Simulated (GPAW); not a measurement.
# NbSi2P4 monolayer: work function by functional and basis, part 2 of 2

How far do functional and basis move the work function of NbSi2P4 monolayer?

GPAW 26.7.0; GPAW, PAW setups; layer in a repeated cell with vacuum, relaxation of atoms and in-plane cell (the session's first sound run).

So far, upper work function (eV): step 3 (the slab's potential, PBE, GPAW) 5.47; step 4 (self-consistent run: xc = "LDA") 5.69; step 5 (self-consistent run: xc = "revPBE") 5.38; step 6 (self-consistent run: xc = "vdW-DF2", GPAW, PAW setups, GPAW) 5.77; step 7 (OptPBE vdW: xc = "optPBE-vdW", GPAW, PAW setups, GPAW) 5.67.

## Step 8: Self-consistent run: xc = "RPBE"

Level of this step: GPAW, PAW setups; slab in vacuum (GPAW).

The same geometry under RPBE, to see how far the functional moves the levels against the vacuum.

run.py reads:

```python
import json
import numpy as np
from ase import Atoms
from gpaw import GPAW, PW

slab = Atoms(
    ['P', 'Si', 'P', 'Nb', 'P', 'Si', 'P'],
    positions=[
        [0.00000, 0.00000, 9.00000],
        [-0.00000, 2.03793, 10.00908],
        [0.00000, 2.03793, 12.27409],
        [0.00000, -0.00000, 13.75855],
        [0.00000, 2.03793, 15.24301],
        [-0.00000, 2.03793, 17.50803],
        [-0.00000, -0.00000, 18.51711]],
    cell=[[3.52979, -0.0, 0.0], [-1.7649, 3.05689, 0.0], [0.0, 0.0, 27.5171]],
    pbc=[True, True, False],
    magmoms=[0.0, 0.0, 0.0, 1.0, 0.0, 0.0, 0.0])

slab.calc = GPAW(mode=PW(400), xc='RPBE', kpts={'size': (9, 9, 1), 'gamma': True},
                 occupations={'name': 'fermi-dirac', 'width': 0.05}, nbands='200%',
                 convergence={'density': 1e-05}, maxiter=200,
                 poissonsolver={'dipolelayer': 'xy'},
                 symmetry={'tolerance': 1e-3}, txt='slab.txt')
result = {}
energy = slab.get_potential_energy()
fermi = slab.calc.get_fermi_level()
v = slab.calc.get_electrostatic_potential().mean((0, 1)) - fermi
n = slab.calc.get_pseudo_density().mean((0, 1))
L = slab.cell[2, 2]
z = np.arange(len(v)) * L / len(v)
low, high = slab.positions[:, 2].min(), slab.positions[:, 2].max()
below, above = np.interp([low - 6.8, high + 6.8], z, v)
slopes = [np.interp(x, z, np.gradient(v, z)) for x in (low - 6.8, high + 6.8)]
eps = np.array([[slab.calc.get_eigenvalues(k, s) for k in range(len(slab.calc.get_ibz_k_points()))]
                for s in range(slab.calc.get_number_of_spins())]) - fermi
top, bottom = eps[eps < 0].max(), eps[eps > 0].min()
dipole = slab.get_dipole_moment()[2]
print(f'energy {energy:.4f} eV, Fermi level {fermi:.4f} eV, dipole {dipole:.5f} e A')
print(f'potential 6.8 A off the faces, from the Fermi level: lower {below:.4f} eV, upper {above:.4f} eV')
print(f'slope of the potential there: lower {slopes[0]:.5f}, upper {slopes[1]:.5f} eV/A')
print(f'nearest levels on the mesh: {top:.4f} and {bottom:.4f} eV')
print('magnetic moment', round(slab.get_magnetic_moment(), 3))
result.update(energy=energy, fermi=fermi, dipole=dipole, below=below, above=above, slopes=slopes, edges=[top, bottom],
              z=z.tolist(), v=v.tolist(), n=n.tolist(), positions=slab.positions.tolist(),
              forces=slab.get_forces(apply_constraint=False).tolist(), moments=slab.get_magnetic_moments().tolist())
json.dump(result, open('result.json', 'w'))
```

Command:

```bash
OMP_NUM_THREADS=1 OPENBLAS_NUM_THREADS=1 python run.py
```

The program printed:

```text
energy -42.4610 eV, Fermi level -0.1086 eV, dipole 0.00009 e A
potential 6.8 A off the faces, from the Fermi level: lower 5.3876 eV, upper 5.3859 eV
slope of the potential there: lower 0.00004, upper -0.00004 eV/A
nearest levels on the mesh: -0.0792 and 0.0006 eV
magnetic moment 0.001
```

Elapsed: 3.4 min, on 1 thread of Intel Xeon Platinum 8488C (Sapphire Rapids), shared host; peak memory 0.33 GiB.

This step gave:

| Quantity | Value |
| --- | --- |
| levels nearest the Fermi level on the mesh | -0.07921, 5.56e-4 eV from the Fermi level |
| upper work function | 5.386 eV |
| lower work function | 5.388 eV |

The electrostatic potential energy of an electron (without an applied field's), less the Fermi level, planar mean oscillates, so the rows of the table below give means over windows of 1.72 Å about each position, cut where the curve ends. Its maxima inside the range that stand out by 2 % of the span (Å: eV): 9.6: -10.9, 11.2: 1.95, 12.9: -5.53, 14.6: -5.53, 16.3: 1.95, 18.0: -10.9. Its minima: 9.0: -14.2, 9.9: -12.4, 12.3: -12.0, 13.8: -17.7, 15.3: -12.0, 17.6: -12.4, 18.5: -14.2.

Electrostatic potential energy of an electron (without an applied field's), less the Fermi level, planar mean against z; means over each step:

z (Å), electrostatic potential energy of an electron (without an applied field's), less the Fermi level, planar mean (eV) and a bar from the least value:
```
     0.86        5.4 ##############################
     2.58        5.4 ##############################
     4.30        5.4 ##############################
     6.02        5.4 ##############################
     7.74        2.8 #########################
     9.46      -11.6 
    11.18       -1.6 ##################
    12.90      -10.3 ##
    14.62      -10.3 ##
    16.34       -1.6 ##################
    18.06      -11.6 
    19.78        2.8 ##########################
    21.50        5.4 ##############################
    23.22        5.4 ##############################
    24.94        5.4 ##############################
    26.66        5.4 ##############################
```

The upper face's work function is 5.386 eV, against 5.470 eV in the first plane-wave PBE run at this geometry.

## Step 9: Real-space grid: mode = "fd"

A real-space grid is a second complete basis, so it checks the plane-wave result.

run.py, as its differences from that of step 8:

```diff
@@ -3,3 +3,3 @@
 from ase import Atoms
-from gpaw import GPAW, PW
+from gpaw import GPAW
 
@@ -19,3 +19,3 @@
 
-slab.calc = GPAW(mode=PW(400), xc='RPBE', kpts={'size': (9, 9, 1), 'gamma': True},
+slab.calc = GPAW(mode='fd', h=0.18, xc='PBE', kpts={'size': (9, 9, 1), 'gamma': True},
                  occupations={'name': 'fermi-dirac', 'width': 0.05}, nbands='200%',
```

The program printed:

```text
energy -44.8664 eV, Fermi level -5.4721 eV, dipole 0.00009 e A
potential 6.8 A off the faces, from the Fermi level: lower 5.4729 eV, upper 5.4713 eV
slope of the potential there: lower -0.00000, upper 0.00000 eV/A
nearest levels on the mesh: -0.0790 and 0.0010 eV
magnetic moment 0.0
```

Wall time 11 min (1 thread); peak memory 1 GiB.

This step gave:

```
dipole along the normal                    : 8.73e-5 e·Å
levels nearest the Fermi level on the mesh : -0.07901, 1.00e-3 eV from the Fermi level
upper work function                        : 5.471 eV
lower work function                        : 5.473 eV
```

The upper face's work function is 5.471 eV, against 5.470 eV in the first plane-wave PBE run at this geometry.

## Step 10: Atomic orbitals: mode = "lcao"

Atom-centred orbitals end a few angstrom from the surface, which tests how much the density's tail matters.

run.py, as its differences from that of step 9:

```diff
@@ -19,4 +19,4 @@
 
-slab.calc = GPAW(mode='fd', h=0.18, xc='PBE', kpts={'size': (9, 9, 1), 'gamma': True},
-                 occupations={'name': 'fermi-dirac', 'width': 0.05}, nbands='200%',
+slab.calc = GPAW(mode='lcao', basis='dzp', h=0.18, xc='PBE', kpts={'size': (9, 9, 1), 'gamma': True},
+                 occupations={'name': 'fermi-dirac', 'width': 0.05}, nbands='120%',
                  convergence={'density': 1e-05}, maxiter=200,
```

The program printed:

```text
energy -43.5716 eV, Fermi level -5.2568 eV, dipole 0.00009 e A
potential 6.8 A off the faces, from the Fermi level: lower 5.2576 eV, upper 5.2560 eV
slope of the potential there: lower -0.00000, upper -0.00000 eV/A
nearest levels on the mesh: -0.0802 and 0.0035 eV
magnetic moment 0.0
```

Wall time 9.6 min (1 thread); peak memory 0.36 GiB.

Numbers from this step:

```
dipole along the normal                    : 8.78e-5 e·Å
levels nearest the Fermi level on the mesh : -0.08017, 0.003517 eV from the Fermi level
upper work function                        : 5.256 eV
lower work function                        : 5.258 eV
```

The electrostatic potential energy of an electron (without an applied field's), less the Fermi level, planar mean oscillates, so the rows of the table below give means over windows of 1.63 Å about each position, cut where the curve ends. Its maxima inside the range that stand out by 2 % of the span (Å: eV): 9.6: -11.0, 11.2: 2.02, 12.9: -5.51, 14.6: -5.51, 16.3: 2.02, 17.9: -11.0. Its minima: 9.1: -14.3, 10.0: -12.4, 12.3: -11.9, 13.8: -17.8, 15.2: -11.9, 17.6: -12.4, 18.5: -14.3.

The electrostatic potential energy of an electron (without an applied field's), less the Fermi level, planar mean by z; means over each step:

z (Å), electrostatic potential energy of an electron (without an applied field's), less the Fermi level, planar mean (eV) and a bar from the least value:
```
     0.81        5.3 ##############################
     2.44        5.3 ##############################
     4.07        5.3 ##############################
     5.71        5.3 ##############################
     7.33        4.6 #############################
     8.96       -9.0 #####
    10.59       -4.3 #############
    12.22       -6.4 #########
    13.85      -11.5 
    15.48       -5.6 ###########
    17.11       -5.8 ##########
    18.75       -7.3 ########
    20.38        4.9 #############################
    22.00        5.3 ##############################
    23.64        5.3 ##############################
    25.27        5.3 ##############################
    26.89        5.3 ##############################
```

The upper face's work function is 5.256 eV, against 5.470 eV in the first plane-wave PBE run at this geometry.

## Step 11: Cost and result by level

Times are for 1 thread of Intel Xeon Platinum 8488C (Sapphire Rapids), shared host. The series side by side:

| no. | run | upper work function (eV) | lower work function (eV) | time | memory (GiB) |
| --- | --- | --- | --- | --- | --- |
| 1 | pw | 5.470 | 5.472 | 3.1 min | 0.34 |
| 2 | LDA | 5.685 | 5.687 | 2.4 min | 0.32 |
| 3 | revPBE | 5.384 | 5.386 | 3.4 min | 0.34 |
| 4 | vdW DF2 | 5.768 | 5.769 | 4.4 min | 0.57 |
| 5 | optPBE vdW | 5.668 | 5.669 | 3.2 min | 0.58 |
| 6 | RPBE | 5.386 | 5.388 | 3.4 min | 0.33 |
| 7 | fd | 5.471 | 5.473 | 11 min | 1.0 |
| 8 | lcao | 5.256 | 5.258 | 9.6 min | 0.36 |

## Step 12: Side by side

Results and costs are gathered.

This step: comparison of work functions, dipole and cost (GPAW 26.7.0).

Ladder, by row:

```
      step  code  work function, upper (eV)  work function, lower (eV)  dipole (e Å)  wall time (s)  peak memory (GiB)  threads
        pw  GPAW                       5.47                      5.472       9.16e-5          183.9               0.34        1
       LDA  GPAW                      5.685                      5.687       9.17e-5          143.5               0.32        1
    revPBE  GPAW                      5.384                      5.386       9.17e-5          203.7               0.34        1
   vdW-DF2  GPAW                      5.768                      5.769       9.18e-5          264.7               0.57        1
optPBE-vdW  GPAW                      5.668                      5.669       9.16e-5          193.3               0.58        1
      RPBE  GPAW                      5.386                      5.388       9.16e-5          201.3               0.33        1
        fd  GPAW                      5.471                      5.473       8.73e-5          638.3               1.02        1
      lcao  GPAW                      5.256                      5.258       8.78e-5          577.2               0.36        1
```

## Step 13: A changed run

One more run, with changed settings.

This step: GPAW, PAW setups; slab in vacuum (GPAW 26.7.0).

run.py, as its differences from that of step 10:

```diff
@@ -3,3 +3,3 @@
 from ase import Atoms
-from gpaw import GPAW
+from gpaw import GPAW, PW
 
@@ -19,5 +19,5 @@
 
-slab.calc = GPAW(mode='lcao', basis='dzp', h=0.18, xc='PBE', kpts={'size': (9, 9, 1), 'gamma': True},
-                 occupations={'name': 'fermi-dirac', 'width': 0.05}, nbands='120%',
-                 convergence={'density': 1e-05}, maxiter=200,
+slab.calc = GPAW(mode=PW(400), xc='PBE', kpts={'size': (9, 9, 1), 'gamma': True},
+                 occupations={'name': 'fermi-dirac', 'width': 0.05}, nbands='200%',
+                 convergence={'density': 1e-05}, maxiter=100,
                  poissonsolver={'dipolelayer': 'xy'},
@@ -32,4 +32,4 @@
 low, high = slab.positions[:, 2].min(), slab.positions[:, 2].max()
-below, above = np.interp([low - 6.8, high + 6.8], z, v)
-slopes = [np.interp(x, z, np.gradient(v, z)) for x in (low - 6.8, high + 6.8)]
+below, above = np.interp([low - 1.0, high + 1.0], z, v)
+slopes = [np.interp(x, z, np.gradient(v, z)) for x in (low - 1.0, high + 1.0)]
 eps = np.array([[slab.calc.get_eigenvalues(k, s) for k in range(len(slab.calc.get_ibz_k_points()))]
@@ -39,3 +39,3 @@
 print(f'energy {energy:.4f} eV, Fermi level {fermi:.4f} eV, dipole {dipole:.5f} e A')
-print(f'potential 6.8 A off the faces, from the Fermi level: lower {below:.4f} eV, upper {above:.4f} eV')
+print(f'potential 1.0 A off the faces, from the Fermi level: lower {below:.4f} eV, upper {above:.4f} eV')
 print(f'slope of the potential there: lower {slopes[0]:.5f}, upper {slopes[1]:.5f} eV/A')
```

The program printed:

```text
energy -44.8709 eV, Fermi level -0.1965 eV, dipole 0.00009 e A
potential 1.0 A off the faces, from the Fermi level: lower 3.0501 eV, upper 3.0485 eV
slope of the potential there: lower -6.94717, upper 6.94698 eV/A
nearest levels on the mesh: -0.0789 and 0.0008 eV
magnetic moment 0.0
```

Wall time 2.9 min (1 thread); peak memory 0.33 GiB.

The run finished. A setting was moved off its sound value on purpose, so it serves as a test and not as the result.

The fault put into the input: the potential probed 1 A off the face (probe = 1.0).

## Step 14: Outcome

| Item | Value |
| --- | --- |
| work function, both faces | 5.47 eV |
| dipole along the normal | 9.2e-5 e Å, near the numerical noise |

What this shows: With plane waves and PBE the work function is 5.47 eV on the upper face and 5.47 eV on the lower. Over the sound runs of the table the upper face's work function spans 5.256 (lcao) to 5.768 eV (vdW-DF2). Atomic orbitals miss the plane-wave value by -0.21 eV, since they describe the tail of the density in the vacuum poorly. One magnetic start was tried; another order may lie lower. The layer's cell and atoms come from the relaxation; spin-orbit coupling and temperature are left out.

[Logs are printed without paths, hosts, clocks, repeated set-up lines and the standing remarks that a program may print on its own settings, such as how far it seeks lower states.]

[Hosts, paths, dates, database ids (printed as entryN), source tags and the programs' standing remarks are cut or masked in the printed files.]
